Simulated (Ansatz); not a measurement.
# Random alloy of the fcc Cu-Al line, x = 0.1562 (128 atoms): geometry optimisation, part 2 of 3

Wanted: the relaxed structure of random alloy of the fcc Cu-Al line, x = 0.1562 (128 atoms) and its electronic structure.

Ansatz 0.2.0; Kohn-Sham DFT, PBE, PAW (set soft_2), plane waves.

The cell: 108 Cu and 20 Al. The host structure and its lattice constant were typed by rule, without a check against the phase diagram.

So far. Step 3 (Cell and atoms relaxed): The relaxation changed the energy by -16.4 meV/atom, and atoms moved by 0.072 Å r.m.s., 0.21 Å at most.

## (5) Single point at the relaxed geometry

One more single point at the end of the walk gives the fuller output and checks the residual forces.

input.yaml reads:

```yaml
crystal:
  lattice:
    - [-7.4084, 7.40713, 7.23621]
    - [7.39932, -7.40518, 7.22519]
    - [7.41073, 7.40751, -7.23426]
  atoms:
    - { symbol: Cu, position: [0.49933, 0.99902, 0.99792] }
    - { symbol: Cu, position: [0.74914, 0.12785, 0.12049] }
    - { symbol: Cu, position: [0.63094, 0.25528, 0.12949] }
    - { symbol: Cu, position: [0.62221, 0.12543, 0.24802] }
    - { symbol: Cu, position: [0.75807, 0.25717, 0.00265] }
    - { symbol: Al, position: [0.00316, 0.37912, 0.1259] }
    - { symbol: Cu, position: [0.87748, 0.50484, 0.12742] }
    - { symbol: Cu, position: [0.87667, 0.37842, 0.25128] }
    - { symbol: Al, position: [0.73741, 0.99537, 0.23111] }
    - { symbol: Al, position: [0.99555, 0.12191, 0.37219] }
    - { symbol: Cu, position: [0.87037, 0.24772, 0.37001] }
    - { symbol: Cu, position: [0.86813, 0.11951, 0.49223] }
    - { symbol: Cu, position: [0.99854, 0.00079, 0.99774] }
    - { symbol: Cu, position: [0.25125, 0.12477, 0.12778] }
    - { symbol: Cu, position: [0.12577, 0.25403, 0.12706] }
    - { symbol: Al, position: [0.12646, 0.13062, 0.24614] }
    - { symbol: Al, position: [0.25227, 0.25937, 0.01131] }
    - { symbol: Cu, position: [0.50292, 0.37768, 0.12926] }
    - { symbol: Cu, position: [0.37771, 0.50337, 0.12929] }
    - { symbol: Cu, position: [0.37899, 0.3797, 0.2565] }
    - { symbol: Cu, position: [0.5003, 0.49884, 0.00063] }
    - { symbol: Cu, position: [0.75085, 0.62719, 0.12608] }
    - { symbol: Cu, position: [0.62371, 0.7483, 0.12331] }
    - { symbol: Cu, position: [0.6259, 0.62303, 0.24979] }
    - { symbol: Cu, position: [0.74966, 0.75143, 0.99963] }
    - { symbol: Cu, position: [0.99998, 0.87726, 0.12715] }
    - { symbol: Cu, position: [0.87403, 0.00051, 0.12154] }
    - { symbol: Cu, position: [0.8727, 0.8743, 0.24899] }
    - { symbol: Al, position: [0.25739, 0.99981, 0.2594] }
    - { symbol: Cu, position: [0.50108, 0.12877, 0.37694] }
    - { symbol: Cu, position: [0.37587, 0.25317, 0.37703] }
    - { symbol: Cu, position: [0.37591, 0.12971, 0.5023] }
    [... 90 atom lines left out ...]
    - { symbol: Cu, position: [0.63116, 0.0027, 0.87542] }
    - { symbol: Cu, position: [0.62208, 0.8718, 0.9925] }
    - { symbol: Cu, position: [0.99867, 0.74769, 0.74888] }
    - { symbol: Al, position: [0.24739, 0.86055, 0.87391] }
    - { symbol: Cu, position: [0.13115, 0.0017, 0.87846] }
    - { symbol: Al, position: [0.11258, 0.86858, 0.99725] }
kpoints:
  mp_grid: { grid: [2, 2, 2] }
hamiltonian:
  xc: pbe
scf:
  occupations: { method: fermi_dirac, width: 0.1 }
output:
  forces: true
  stress: true
  populations: true
  dos:
    method: { smearing: { sigma: 0.08 } }
    de: 0.05
    projected: { site_lists: { Al: [Al], Cu: [Cu] } }
  eigenvalues: true
  write_density: true
  write_potential: true
  volumetric_format: npy
```

On the command line:

```console
ansatz run input.yaml --threads 11 --pin off --max-ram 102400MiB --backend cuda --events-out ev --progress --plain --runs-dir out
```

Numbers of over 12 decimals in the logs are rounded to 6 here.

What it wrote:

```text
[...]
GPU FFT provider: cuFFT
GPU libraries: cuBLAS 13.8.2, cuFFT 12.4.0, cuSOLVER 12.3.4
Crystal: 128 atoms, lattice volume = 1586.455 Å³
Basis set: ecut = 420 eV, 30999 PW (Γ), exchange–correlation on 180×180×180 points (8 copies of the dense FFT grid, shifted against one another)
Bands: 1268, of which v1, the nominal top of the filled ones, is band 1056 counted from 1 (1055 counted from 0)
Symmetry: 1 space group operations
[...]
k-points: 8
[...]
GPU buffer pool allocated for 729000 grid points (all kernels)
[...]
SCF iter   1: F=—  HF=-726280.228673 eV  |F-HF|=—  |Δ(HF+E_count)|=         —  Δρ=3.04e-3  dr2=1.97e-1  ethr=1.77e-3  ⟨swp⟩=5.0  Hψ=35805  notcnv=0  defer=565
[...]
SCF iter  11: F=-726280.234877 eV  HF=-726280.234877 eV  |F-HF|=1.75e-8  |Δ(HF+E_count)|=   2.01e-8  Δρ=8.51e-7  dr2=1.62e-8  ethr=4.73e-12  ⟨swp⟩=9.0  Hψ=74841  notcnv=0
SCF 1 converged in 11 iterations: F = -726280.234877 eV  dr2 = 1.62e-8
[...]
SCF converged after 11 iterations
Free energy (F): -726280.234877 eV
[...]
Internal energy: -726279.035926 eV  (E = F + TS)
E sigma→0 (E₀):  -726279.635402 eV
Entropy (-TS):   -1.198951 eV (-9.367 meV/atom)
Fermi energy:    15.224147 eV
[...]
--- Forces (eV/Å), atoms counted from 1 ---
  atom   1  Cu     0.00035577    -0.00193943    -0.00065182
  atom   2  Cu    -0.00007345     0.00203599    -0.00123657
  atom   3  Cu    -0.00017105    -0.00038918    -0.00050394
  atom   4  Cu     0.00026455     0.00030407     0.00060967
  atom   5  Cu    -0.00050126     0.00203504     0.00197167
  atom   6  Al    -0.00028635     0.00129042     0.00059028
  atom   7  Cu     0.00165352     0.00049327    -0.00037896
  atom   8  Cu     0.00113316    -0.00057320    -0.00167147
  atom   9  Al    -0.00127273     0.00202778     0.00144617
  atom  10  Al    -0.00034503    -0.00156309    -0.00102802
  atom  11  Cu     0.00114947     0.00067002     0.00002582
  atom  12  Cu     0.00126684     0.00014871     0.00097243
  atom  13  Cu     0.00016746     0.00066945     0.00091014
  atom  14  Cu     0.00201388     0.00001979     0.00001846
[...]
atom 127  Cu    -0.00070057    -0.00095342     0.00105417
  atom 128  Al    -0.00035935     0.00122104     0.00078263
  max |Σ_I F_I| component: 3.07e-6 eV/Å
--- Stress (GPa, compression-positive) ---
        0.034816       0.000917      -0.001905
        0.000917      -0.007762      -0.003864
       -0.001905      -0.003864       0.024610
  P = ⅓ Tr σ = 0.0172 GPa (0.172 kbar)
--- Band table (eV; the first three rows and the last of 8) ---
[...]
--- Löwdin populations: 128 sites ---
  site symbol       q [e]
     0     Cu     18.5697
     1     Cu     18.7274
     2     Cu     18.6890
[...]
127     Al      3.8281
  spilling = 0.007748 (of n_electrons = 2112.000000)
```

Elapsed: 16 s, on 1 × NVIDIA H100 80GB HBM3 with 11 threads of AMD EPYC 7R13 (Zen 3), shared host; peak memory 6.5 GiB.

That memory is the host's; the program planned up to 70.8 GiB on the GPU.

The run gave:

```yaml
free_energy: -726280.2349 eV
free_energy_per_atom: -5674.0643 eV/atom
scf_cycles: 11
pressure: 0.01722 GPa
r_m_s_force_component: 0.00091 eV/Å
longest_force: 0.00417 eV/Å
fermi_energy: 15.22 eV
levels_partly_filled_by_over_2_per_cent: 121
spilling_of_the_projection: 0.007748
```

Density of states as counts of states in windows of 1 eV (from the Fermi level), total and the larger projections:

| from (eV) | to (eV) | total | Cu d | Cu s | Al p |
| --- | --- | --- | --- | --- | --- |
| -18 | -11 | 0.0 | 0.0 | 0.0 | 0.0 |
| -11 | -10 | 1.9 | 0.0 | 1.0 | 0.2 |
| -10 | -9 | 7.6 | 0.1 | 4.4 | 1.0 |
| -9 | -8 | 12.9 | 0.4 | 7.3 | 2.2 |
| -8 | -7 | 17.9 | 1.3 | 9.7 | 3.6 |
| -7 | -6 | 26.9 | 4.6 | 12.9 | 5.8 |
| -6 | -5 | 48.9 | 21.2 | 17.0 | 7.6 |
| -5 | -4 | 183.2 | 157.0 | 16.4 | 7.0 |
| -4 | -3 | 350.0 | 332.1 | 5.8 | 7.1 |
| -3 | -2 | 394.8 | 380.0 | 6.0 | 4.7 |
| -2 | -1 | 159.8 | 141.4 | 8.4 | 5.9 |
| -1 | 0 | 44.4 | 17.7 | 11.3 | 8.2 |
| 0 | 1 | 35.5 | 7.6 | 9.9 | 7.9 |
| 1 | 2 | 32.3 | 4.3 | 9.5 | 6.2 |
| 2 | 3 | 32.8 | 3.2 | 10.1 | 5.7 |
| 3 | 4 | 36.4 | 2.6 | 12.9 | 5.3 |
| 4 | 5 | 37.3 | 1.7 | 10.5 | 5.4 |

The stored curve holds about 1248 of the 2112 electrons; the rest, give or take the few that broadening carries across the Fermi level, lie in deeper levels below its range.

The levels nearest the highest filled one (over half full), pooled over k-points and spins:

| level less the highest filled one (eV) | occupation |
| --- | --- |
| -0.052 | 1.26 |
| -0.0412 | 1.21 |
| -0.0313 | 1.16 |
| -0.0254 | 1.13 |
| -0.0158 | 1.09 |
| 0 | 1.01 |
| 0.004 | 0.988 |
| 0.0107 | 0.955 |
| 0.0129 | 0.944 |
| 0.0286 | 0.866 |
| 0.0338 | 0.841 |
| 0.0467 | 0.778 |

Electrostatic potential energy in the ac plane at fractional y = 0.001, with atoms of Cu and Al within 0.2 Å of it. With pseudopotentials it is smooth inside the atoms' cores, unlike the true potential.

Ten even steps from '0' (-39 eV) to '9' (18 eV), each cell a mean:
```
038999999999999730037999999999999730
789743479999999976789853589999999976
997200169999999999997300169999999999
996201589989999999996201589999999999
998778887667899999998767986447999999
999999867876899999999999850004999999
999999767767999999999999830037999999
999999877788877789999999976789743589
999999999997677679999999999996100379
999999999986787689999999999995102699
346999999997667886447999999998668986
005999999999999840005999999999999840
037999999999999830037998999999999830
789743589999999976788766789999999976
996200279999999999987787689999999999
995102689888999999986776789999999999
998668987666899999987778887778999999
999999867876899999999999867767999999
999999866767999999999998778767999999
999999987888743589999999766788754689
999999999996100279999999988997200279
999999999995102699999999999995101599
447999999998778986447999999998667986
005999999999999840005999999999999840
```
Columns run along a (12.7 Å; values clipped at the 3rd and 97th percentile), rows up along c (12.7 Å). Atoms in or near the plane, at fractional coordinates: Cu at (0.50, 0.00), Al at (0.74, 0.23), Cu at (0.00, 0.00), Cu at (0.87, 0.12), Al at (0.26, 0.26), Cu at (0.50, 0.50), Cu at (0.75, 0.75), Cu at (0.37, 0.12), Al at (0.62, 0.37), Cu at (0.00, 0.50), Cu at (0.87, 0.62), Al at (0.24, 0.74), Cu at (0.12, 0.37), Al at (0.38, 0.61) and more.

Valence density in the ac plane at fractional y = 0.001, with atoms of Cu and Al within 0.2 Å of it. It is the smooth field of the valence electrons, not physical close to the nuclei.

Values in e/Å³, 13 rows by 16 columns, each cell a mean:
```
 7  0  1  0  0  0  0  6  7  0  1  0  0  0  0  7
 0  8 23  1  0  0  0  0  0  8 23  1  0  0  0  0
 0  1  1  0  0  0  0  0  0  1  1  2  8  0  0  0
 0  0  0  0  0  0  0  0  0  0  0  9 15  0  0  0
 0  0  0  0  0  0  0  0  0  0  0  0  0  9 17  0
 3  0  0  0  0  0  0  1  2  0  0  0  0  4  3  1
20  0  0  0  0  0  0 10 20  0  0  0  0  0  0 10
 1  4 11  0  0  0  0  1  1  0  0  0  0  0  0  1
 0  9 10  0  0  0  0  0  0  0  0  0  0  0  0  0
 0  0  0  0  0  0  0  0  0  0  0  0  0  0  0  0
 0  0  0  0  0  2  5  0  0  0  0  0  0  1  4  0
 0  0  0  0  0 11 16  0  0  0  0  0  0 11 18  0
15  0  0  0  0  0  0  6 16  0  0  0  0  0  0  6
```
Columns run along a (12.7 Å), rows up along c (12.7 Å). Atoms in or near the plane, at fractional coordinates: Cu at (0.50, 0.00), Al at (0.74, 0.23), Cu at (0.00, 0.00), Cu at (0.87, 0.12), Al at (0.26, 0.26), Cu at (0.50, 0.50), Cu at (0.75, 0.75), Cu at (0.37, 0.12), Al at (0.62, 0.37), Cu at (0.00, 0.50), Cu at (0.87, 0.62), Al at (0.24, 0.74), Cu at (0.12, 0.37), Al at (0.38, 0.61) and more.

A closer look about Al120, picked at random: 13 atoms, nearest first, numbered in the order of the input, with positions taken from that point.

| atom | x | y | z | distance (Å) | bonds |
| --- | --- | --- | --- | --- | --- |
| Al120 | 0.00 | 0.00 | 0.00 | 0.00 | 12 |
| Cu19 | 0.05 | 1.87 | -1.76 | 2.56 | 12 |
| Cu58 | 1.85 | -0.06 | 1.80 | 2.58 | 12 |
| Cu23 | -0.01 | 1.83 | 1.84 | 2.59 | 12 |
| Cu114 | -1.86 | 0.01 | -1.81 | 2.59 | 12 |
| Cu54 | 1.87 | -0.01 | -1.79 | 2.59 | 12 |
| Cu117 | -1.83 | -1.85 | 0.02 | 2.60 | 12 |
| Cu119 | -0.05 | -1.86 | 1.83 | 2.60 | 12 |
| Cu115 | -0.01 | -1.88 | -1.81 | 2.61 | 12 |
| Cu118 | -1.86 | 0.00 | 1.84 | 2.62 | 12 |
| Cu21 | -1.85 | 1.85 | 0.03 | 2.62 | 12 |
| Cu57 | 1.84 | -1.87 | -0.04 | 2.62 | 12 |
| Cu69 | 1.86 | 1.85 | 0.03 | 2.63 | 12 |

The column of bonds counts only the pairs Cu-Cu within 3.12 Å, Cu-Al within 3.12 Å, Al-Al within 3.12 Å; other neighbours, such as metal atoms beside each other in a compound, aren't counted, and periodic images can show an atom twice.

## (6) K-mesh 3×3×3

A denser mesh tests the sampling of the Brillouin zone.

input.yaml, as its differences from that of step 5:

```diff
@@ -8,3 +8,3 @@
 kpoints:
-  mp_grid: { grid: [2, 2, 2] }
+  mp_grid: { grid: [3, 3, 3] }
 hamiltonian:
@@ -22,4 +22 @@
   eigenvalues: true
-  write_density: true
-  write_potential: true
-  volumetric_format: npy
```

What it wrote:

```text
[...]
concurrent solve slots: 7 of 11 are kept, ahead of what memory takes: no pass of the eigensolver takes more rounds on 7
GPU FFT provider: cuFFT
GPU libraries: cuBLAS 13.8.2, cuFFT 12.4.0, cuSOLVER 12.3.4
Crystal: 128 atoms, lattice volume = 1586.455 Å³
Basis set: ecut = 420 eV, 30999 PW (Γ), exchange–correlation on 180×180×180 points (8 copies of the dense FFT grid, shifted against one another)
Bands: 1268, of which v1, the nominal top of the filled ones, is band 1056 counted from 1 (1055 counted from 0)
Symmetry: 1 space group operations
[...]
k-points: 14 of 27 (time reversal used)
[...]
GPU buffer pool allocated for 729000 grid points (all kernels)
[...]
SCF iter   1: F=—  HF=-726280.111997 eV  |F-HF|=—  |Δ(HF+E_count)|=         —  Δρ=2.88e-3  dr2=1.53e-1  ethr=1.77e-3  ⟨swp⟩=5.0  Hψ=62190  notcnv=0  defer=1302
[...]
SCF iter   9: F=—  HF=-726280.124212 eV  |F-HF|=—  |Δ(HF+E_count)|=   7.09e-8  Δρ=3.96e-6  dr2=2.65e-7  ethr=7.88e-11  ⟨swp⟩=2.0  Hψ=30236  notcnv=0  defer=1626
SCF iter  10: F=-726280.124212 eV  HF=-726280.124212 eV  |F-HF|=1.16e-7  |Δ(HF+E_count)|=   2.96e-8  Δρ=2.79e-6  dr2=8.70e-8  ethr=4.73e-12  ⟨swp⟩=9.0  Hψ=79353  notcnv=0
SCF 1 converged in 10 iterations: F = -726280.124212 eV  dr2 = 8.70e-8
[...]
SCF converged after 10 iterations
Free energy (F): -726280.124212 eV
[...]
Internal energy: -726278.819811 eV  (E = F + TS)
E sigma→0 (E₀):  -726279.472011 eV
Entropy (-TS):   -1.304402 eV (-10.191 meV/atom)
Fermi energy:    15.230542 eV
[...]
Σ components = -726280.124212   (vs F -726280.124212, Δ=0.00e0)
--- Forces (eV/Å), atoms counted from 1 ---
  atom   1  Cu    -0.00338962     0.00482458    -0.00482319
  atom   2  Cu    -0.00375321     0.00413197     0.00838203
  atom   3  Cu     0.00147942     0.00180169     0.01101285
  atom   4  Cu     0.00996175    -0.00385241     0.00506434
[...]
atom 128  Al    -0.00466748    -0.00311577    -0.00920532
  max |Σ_I F_I| component: 7.06e-6 eV/Å
--- Stress (GPa, compression-positive) ---
       -0.198249      -0.002677      -0.075168
       -0.002677      -0.468106      -0.127021
       -0.075168      -0.127021       0.658933
  P = ⅓ Tr σ = -0.0025 GPa (-0.025 kbar)
--- Band table (eV; the first three rows and the last of 14) ---
[...]
--- Löwdin populations: 128 sites ---
  site symbol       q [e]
     0     Cu     18.5662
     1     Cu     18.7254
     2     Cu     18.6864
[...]
127     Al      3.8327
  spilling = 0.007768 (of n_electrons = 2112.000000)
```

Elapsed: 29 s, on 1 × NVIDIA H100 80GB HBM3 with 11 threads; peak memory 8.1 GiB; 2.1 min of CPU time.

That memory is the host's.

The program notes that it cut back its plan to fit the GPU's memory.

Geometry and reference: those of the single point at the relaxed geometry.

Forces differ from those of the single point at the relaxed geometry by 8.4 meV/Å r.m.s.; the energy by +0.86 meV/atom. It took 29 s and 10 cycles; the reference's time can't be set against it, since the two runs asked for unlike analyses.

(Continued in part 3 of 3.)

[Logs are printed without paths, hosts, clocks, repeated set-up lines and the standing remarks that a program may print on its own settings, such as how far it seeks lower states.]

[Hosts, paths, dates, database ids (printed as entryN), source tags and the programs' standing remarks are cut or masked in the printed files.]
